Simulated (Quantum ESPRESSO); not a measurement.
# Co: energy against a fixed spin moment

Wanted: E(M) for Co from a parallel start.

Main program and level: Quantum ESPRESSO 7.5; PBEsol; plane waves with GBRV 1.5 PBEsol potentials, no spin-orbit coupling.

### 1. Set-up

The structure is hexagonal, space group P6_3/mmc (No. 194). The conventional cell has a = 2.507 Å, b = 2.507 Å, c = 4.070 Å, α = 90.00°, β = 90.00°, γ = 120.00°. Nearest to Co lie 12 Co at 2.50 to 2.51 Å.

As a file:

```cif
data_structure
_symmetry_space_group_name_H-M 'P 1'
_symmetry_Int_Tables_number 1
_cell_length_a 2.5070
_cell_length_b 2.5070
_cell_length_c 4.0700
_cell_angle_alpha 90.000
_cell_angle_beta 90.000
_cell_angle_gamma 120.000
_cell_volume 22.15
loop_
_atom_site_label
_atom_site_type_symbol
_atom_site_fract_x
_atom_site_fract_y
_atom_site_fract_z
_atom_site_occupancy
Co1 Co 0.33333 0.66667 0.25000 1
Co2 Co 0.66667 0.33333 0.75000 1
```

The lattice constants were typed from memory of published values and not checked against a source.

### 2. The free run

pw.in

```
&CONTROL
  calculation = 'scf'
  prefix = 'pwscf'
  outdir = './tmp'
  pseudo_dir = './pseudo'
  disk_io = 'nowf'
/
&SYSTEM
  ibrav = 0
  celldm(1) = 8
  nat = 2
  ntyp = 1
  ecutwfc = 40
  ecutrho = 280
  nbnd = 26
  occupations = 'smearing'
  smearing = 'fd'
  degauss = 0.00367493
  nspin = 2
  starting_magnetization(1) = 0.1176
/
&ELECTRONS
  conv_thr = 4d-09
  electron_maxstep = 150
  mixing_beta = 0.3
/
ATOMIC_SPECIES
Co     58.9332 co_pbesol_v1.2.uspp.F.UPF
CELL_PARAMETERS alat
   0.5921929243046    0.0000000000000    0.0000000000000
  -0.2960964621523    0.5128541902568    0.0000000000000
   0.0000000000000    0.0000000000000    0.9613981659034
ATOMIC_POSITIONS crystal
Co      0.3333333300    0.6666666700    0.2500000000
Co      0.6666666700    0.3333333300    0.7500000000
K_POINTS automatic
18 18 10 0 0 0
```

Run with:

```console
OMP_NUM_THREADS=1 mpirun -n 4 pw.x -nk 4 -in pw.in > pw.out
```

The log of the run:

```text
Program PWSCF v.7.5 starts

     Message from routine setup:
     using ibrav=0 with symmetry is DISCOURAGED, use correct ibrav instead

     K-points division:     npool     =       4
     Subspace diagonalization in iterative solution of the eigenvalue problem:

     G-vector sticks info
     --------------------
     sticks:   dense  smooth     PW     G-vecs:    dense   smooth      PW
     Sum         433     253     85                11825     5191     989

     Using Slab Decomposition

     bravais-lattice index     =            0
     lattice parameter (alat)  =       8.0000  a.u.
     unit-cell volume          =     149.4963 (a.u.)^3
     number of atoms/cell      =            2
     number of atomic types    =            1
     number of electrons       =        34.00
     number of Kohn-Sham states=           26
     kinetic-energy cutoff     =      40.0000  Ry
     charge density cutoff     =     280.0000  Ry
     scf convergence threshold =      4.0E-09
     mixing beta               =       0.3000
     number of iterations used =            8  plain     mixing
     Exchange-correlation= SLA  PW   PSX  PSC
                           (   1   4  10   8   0   0   0)

     celldm(1)=   8.000000  celldm(2)=   0.000000  celldm(3)=   0.000000
     celldm(4)=   0.000000  celldm(5)=   0.000000  celldm(6)=   0.000000

     crystal axes: (cart. coord. in units of alat)
               a(1) = (   0.592193   0.000000   0.000000 )
               a(2) = (  -0.296096   0.512854   0.000000 )
               a(3) = (   0.000000   0.000000   0.961398 )

     reciprocal axes: (cart. coord. in units 2 pi/alat)
               b(1) = (  1.688639  0.974936 -0.000000 )
               b(2) = (  0.000000  1.949872  0.000000 )
               b(3) = (  0.000000 -0.000000  1.040152 )

     PseudoPot. # 1 for Co read from file:
     co_pbesol_v1.2.uspp.F.UPF
     Pseudo is Ultrasoft + core correction, Zval = 17.0
     Generated by new atomic code, or converted to UPF format
     Using radial grid of  863 points,  6 beta functions with:
                l(1) =   0
                l(2) =   0
                l(3) =   1
                l(4) =   1
                l(5) =   2
                l(6) =   2
     Q(r) pseudized with  8 coefficients,  rinner =    1.200   1.200   1.200
                                                       1.200   1.200

     atomic species   valence    mass     pseudopotential
     Co               17.00    58.93320     Co( 1.00)

     Starting magnetic structure
     atomic species   magnetization
     Co              0.118

     24 Sym. Ops., with inversion, found (12 have fractional translation)

   Cartesian axes

     site n.     atom                  positions (alat units)
         1        Co     tau(   1) = (  -0.0000000   0.3419028   0.2403495  )
         2        Co     tau(   2) = (   0.2960965   0.1709514   0.7210486  )

     number of k points=   222  Fermi-Dirac smearing, width (Ry)=  0.0037

     Number of k-points >= 100: set verbosity='high' to print them.

     Dense  grid:    11825 G-vectors     FFT dimensions: (  25,  25,  48)

     Smooth grid:     5191 G-vectors     FFT dimensions: (  20,  20,  32)

     Check: negative core charge=   -0.000055
     Generating pointlists ...
     new r_m :   0.2433 (alat units)  1.9466 (a.u.) for type    1

     Initial potential from superposition of free atoms

     starting charge      32.0000, renormalised to      34.0000
     Starting wfcs are   26 randomized atomic wfcs

     Self-consistent Calculation

     iteration #  1     ecut=    40.00 Ry     beta= 0.30
     Davidson diagonalization with overlap
     ethr =  1.00E-02,  avg # of iterations =  4.8

     total energy              =    -593.27867986 Ry
     estimated scf accuracy    <      14.95311501 Ry

     total magnetization       =     2.15 Bohr mag/cell
     absolute magnetization    =     2.20 Bohr mag/cell

     iteration #  2     ecut=    40.00 Ry     beta= 0.30
     Davidson diagonalization with overlap
     ethr =  1.00E-02,  avg # of iterations =  2.3

     total energy              =    -596.42041044 Ry
     estimated scf accuracy    <       0.67390008 Ry

     total magnetization       =     3.11 Bohr mag/cell
     absolute magnetization    =     3.27 Bohr mag/cell

     iteration #  3     ecut=    40.00 Ry     beta= 0.30
     Davidson diagonalization with overlap
     ethr =  1.98E-03,  avg # of iterations =  1.3

     total energy              =    -596.53968883 Ry
     estimated scf accuracy    <       0.00931143 Ry

     total magnetization       =     3.26 Bohr mag/cell
     absolute magnetization    =     3.46 Bohr mag/cell

     [... further iterations left out ...]

     iteration #  8     ecut=    40.00 Ry     beta= 0.30
     Davidson diagonalization with overlap
     ethr =  5.61E-08,  avg # of iterations =  1.1

     total energy              =    -596.54200698 Ry
     estimated scf accuracy    <       0.00000503 Ry

     total magnetization       =     3.29 Bohr mag/cell
     absolute magnetization    =     3.63 Bohr mag/cell

     iteration #  9     ecut=    40.00 Ry     beta= 0.30
     Davidson diagonalization with overlap
     ethr =  1.48E-08,  avg # of iterations =  1.6

     total energy              =    -596.54200866 Ry
     estimated scf accuracy    <       0.00000028 Ry

     total magnetization       =     3.29 Bohr mag/cell
     absolute magnetization    =     3.64 Bohr mag/cell

     iteration # 10     ecut=    40.00 Ry     beta= 0.30
     Davidson diagonalization with overlap
     ethr =  8.31E-10,  avg # of iterations =  2.0

     total energy              =    -596.54200875 Ry
     estimated scf accuracy    <       0.00000006 Ry

     total magnetization       =     3.29 Bohr mag/cell
     absolute magnetization    =     3.64 Bohr mag/cell

     iteration # 11     ecut=    40.00 Ry     beta= 0.30
     Davidson diagonalization with overlap
     ethr =  1.66E-10,  avg # of iterations =  1.9

     Magnetic moment per site  (integrated on atomic sphere of radius R)
     atom   1 (R=0.243)  charge= 15.6062  magn=  1.7248
     atom   2 (R=0.243)  charge= 15.6062  magn=  1.7248

     End of self-consistent calculation

     Number of k-points >= 100: set verbosity='high' to print the bands.

     the Fermi energy is    17.8710 ev

!    total energy              =    -596.54200881 Ry
     estimated scf accuracy    <          2.9E-10 Ry
     smearing contrib. (-TS)   =      -0.00111465 Ry
     internal energy E=F+TS    =    -596.54089416 Ry

     The total energy is F=E-TS. E is the sum of the following terms:
     one-electron contribution =    -313.36746242 Ry
     hartree contribution      =     177.77058239 Ry
     xc contribution           =     -64.65361740 Ry
     ewald contribution        =    -396.29039673 Ry

     total magnetization       =     3.29 Bohr mag/cell
     absolute magnetization    =     3.64 Bohr mag/cell

     convergence has been achieved in  11 iterations

=------------------------------------------------------------------------------=
   JOB DONE.
=------------------------------------------------------------------------------=
```

It took 20 s on 4 MPI ranks of Intel Xeon at 2.70GHz, shared host; peak memory 0.37 GiB.

Spin moment in the atom's sphere by atom:

| atom | spin moment in the atom's sphere (μB) |
| --- | --- |
| Co1 | 1.72 |
| Co2 | 1.72 |

Numbers from this step:

```
smearing term TS       : 0.01517 eV
magnetization          : 3.29 μB
absolute magnetization : 3.642 μB
final state            : ferromagnetic
```

### 3. Moment fixed at 0 μB

The two spin channels are filled to separate Fermi energies, so that the total moment meets the target. Half of the up one less the down one is the slope dE/dM.

Edit pw.in of step 2 so:

```diff
@@ -14,3 +14,3 @@
   ecutrho = 280
-  nbnd = 26
+  nbnd = 27
   occupations = 'smearing'
@@ -19,3 +19,4 @@
   nspin = 2
-  starting_magnetization(1) = 0.1176
+  starting_magnetization(1) = 0.0059
+  tot_magnetization = 0
 /
```

The log of the run:

```text
     [... lines left out ...]
Program PWSCF v.7.5 starts
     [... lines left out ...]
     number of atoms/cell      =            2
     [... lines left out ...]
     number of electrons       =        34.00 (up:  17.00, down:  17.00)
     number of Kohn-Sham states=           27
     kinetic-energy cutoff     =      40.0000  Ry
     charge density cutoff     =     280.0000  Ry
     scf convergence threshold =      4.0E-09
     [... lines left out ...]
     24 Sym. Ops., with inversion, found (12 have fractional translation)
     [... lines left out ...]
     number of k points=   222  Fermi-Dirac smearing, width (Ry)=  0.0037
     [... lines left out ...]
     iteration # 10     ecut=    40.00 Ry     beta= 0.30
     [... lines left out ...]
     Magnetic moment per site  (integrated on atomic sphere of radius R)
     atom   1 (R=0.243)  charge= 15.6116  magn= -0.0000
     atom   2 (R=0.243)  charge= 15.6116  magn= -0.0000
     [... lines left out ...]
     the spin up/dw Fermi energies are    17.7345   17.7345 ev
!    total energy              =    -596.50004722 Ry
     estimated scf accuracy    <          2.0E-10 Ry
     smearing contrib. (-TS)   =      -0.00371999 Ry
     [... lines left out ...]
     total magnetization       =    -0.00 Bohr mag/cell
     absolute magnetization    =     0.00 Bohr mag/cell
     convergence has been achieved in  10 iterations
```

Wall time 20 s (4 MPI ranks); peak memory 0.38 GiB.

Numbers from this step:

```
magnetization                                 : 0 μB
absolute magnetization                        : 0 μB
half the difference of the two Fermi energies : 0 meV
largest moment                                : 0 μB
```

### 4. Moment fixed at 0.408 μB

Edit pw.in of step 3 so:

```diff
@@ -19,4 +19,4 @@
   nspin = 2
-  starting_magnetization(1) = 0.0059
-  tot_magnetization = 0
+  starting_magnetization(1) = 0.012
+  tot_magnetization = 0.408
 /
```

The log of the run:

```text
     [... lines left out ...]
Program PWSCF v.7.5 starts
     [... lines left out ...]
     number of atoms/cell      =            2
     [... lines left out ...]
     number of electrons       =        34.00 (up:  17.20, down:  16.80)
     number of Kohn-Sham states=           27
     kinetic-energy cutoff     =      40.0000  Ry
     charge density cutoff     =     280.0000  Ry
     scf convergence threshold =      4.0E-09
     [... lines left out ...]
     24 Sym. Ops., with inversion, found (12 have fractional translation)
     [... lines left out ...]
     number of k points=   222  Fermi-Dirac smearing, width (Ry)=  0.0037
     [... lines left out ...]
     iteration # 11     ecut=    40.00 Ry     beta= 0.30
     [... lines left out ...]
     Magnetic moment per site  (integrated on atomic sphere of radius R)
     atom   1 (R=0.243)  charge= 15.6116  magn=  0.2179
     atom   2 (R=0.243)  charge= 15.6116  magn=  0.2179
     [... lines left out ...]
     the spin up/dw Fermi energies are    17.6706   17.7914 ev
!    total energy              =    -596.50095454 Ry
     estimated scf accuracy    <          2.4E-10 Ry
     smearing contrib. (-TS)   =      -0.00374124 Ry
     [... lines left out ...]
     total magnetization       =     0.41 Bohr mag/cell
     absolute magnetization    =     0.47 Bohr mag/cell
     convergence has been achieved in  11 iterations
```

Run time: 21 s. Hardware: 4 MPI ranks; peak memory 0.38 GiB.

Spin moment in the atom's sphere by atom:

| atom | spin moment in the atom's sphere (μB) |
| --- | --- |
| Co1 | 0.218 |
| Co2 | 0.218 |

Numbers from this step:

| Quantity | Value |
| --- | --- |
| magnetization | 0.408 μB |
| absolute magnetization | 0.472 μB |
| half the difference of the two Fermi energies | -60.4 meV |

### 5. Moment fixed at 0.816 μB

Edit pw.in of step 4 so:

```diff
@@ -19,4 +19,4 @@
   nspin = 2
-  starting_magnetization(1) = 0.012
-  tot_magnetization = 0.408
+  starting_magnetization(1) = 0.024
+  tot_magnetization = 0.816
 /
```

The log of the run:

```text
     [... lines left out ...]
Program PWSCF v.7.5 starts
     [... lines left out ...]
     number of atoms/cell      =            2
     [... lines left out ...]
     number of electrons       =        34.00 (up:  17.41, down:  16.59)
     number of Kohn-Sham states=           27
     kinetic-energy cutoff     =      40.0000  Ry
     charge density cutoff     =     280.0000  Ry
     scf convergence threshold =      4.0E-09
     [... lines left out ...]
     24 Sym. Ops., with inversion, found (12 have fractional translation)
     [... lines left out ...]
     number of k points=   222  Fermi-Dirac smearing, width (Ry)=  0.0037
     [... lines left out ...]
     iteration # 11     ecut=    40.00 Ry     beta= 0.30
     [... lines left out ...]
     Magnetic moment per site  (integrated on atomic sphere of radius R)
     atom   1 (R=0.243)  charge= 15.6115  magn=  0.4357
     atom   2 (R=0.243)  charge= 15.6115  magn=  0.4357
     [... lines left out ...]
     the spin up/dw Fermi energies are    17.6034   17.8413 ev
!    total energy              =    -596.50365094 Ry
     estimated scf accuracy    <          2.6E-09 Ry
     smearing contrib. (-TS)   =      -0.00375381 Ry
     [... lines left out ...]
     total magnetization       =     0.82 Bohr mag/cell
     absolute magnetization    =     0.94 Bohr mag/cell
     convergence has been achieved in  11 iterations
```

Run time: 24 s. Hardware: 4 MPI ranks; peak memory 0.38 GiB; 94 s of CPU time.

Read from the output:

```yaml
magnetization: 0.816 μB
absolute_magnetization: 0.943 μB
half_the_difference_of_the_two_fermi_energies: -118.9 meV
largest_moment: 0.4357 μB
```

### 6. E(M)

The runs not shown differ in the target, the start and the number of states alone. The point at 3.29 μB is the free run, entered with slope zero.

The energy over the lowest by total spin moment:

| total spin moment (μB a cell) | energy over the lowest (meV a cell) |
| --- | --- |
| 0.00 | 571 |
| 0.41 | 559 |
| 0.82 | 522 |
| 1.23 | 462 |
| 1.63 | 382 |
| 2.04 | 288 |
| 2.45 | 181 |
| 2.86 | 70.4 |
| 3.27 | 0.183 |
| 3.29 | 0 |
| 3.67 | 47.1 |
| 4.08 | 234 |
| 4.49 | 572 |

dE/dM against total spin moment:

| total spin moment (μB a cell) | dE/dM (meV/μB) |
| --- | --- |
| 0.00 | 0.00789 |
| 0.41 | -60.4 |
| 0.82 | -119 |
| 1.23 | -174 |
| 1.63 | -216 |
| 2.04 | -246 |
| 2.45 | -273 |
| 2.86 | -260 |
| 3.27 | -15.2 |
| 3.29 | 0 |
| 3.67 | 297 |
| 4.08 | 590 |
| 4.49 | 1012 |

Table of largest site moment by total spin moment:

| total spin moment (μB a cell) | largest site moment (μB) |
| --- | --- |
| 0.00 | 0 |
| 0.41 | 0.218 |
| 0.82 | 0.436 |
| 1.23 | 0.654 |
| 1.63 | 0.870 |
| 2.04 | 1.09 |
| 2.45 | 1.30 |
| 2.86 | 1.51 |
| 3.27 | 1.71 |
| 3.29 | 1.72 |
| 3.67 | 1.90 |
| 4.08 | 2.07 |
| 4.49 | 2.23 |

### 7. Results

* moment of the free run: 3.29 μB a cell
* energy at zero total moment: 571 meV a cell over the lowest
* ΔE/ΔM² from the lowest point to 3.67 and to 2.86 μB: 319 and 376 meV/μB²

**Reading.** At zero total moment the site moments vanish, so the 571 meV a cell is the energy of forming them. The points show one minimum alone. All runs start parallel; opposed orders may lie lower.

[Logs and program files are shortened in this print: banners, set-up blocks, solver, clock and traceback lines can be left out without a mark of their own.]

[Logs are printed without paths, hosts, clocks, repeated set-up lines and the standing remarks that a program may print on its own settings, such as how far it seeks lower states.]

[Hosts, paths, dates, database ids (printed as entryN), source tags and the programs' standing remarks are cut or masked in the printed files.]

[Where a cell is said to come from a database of computed structures, the database is the Materials Project.]
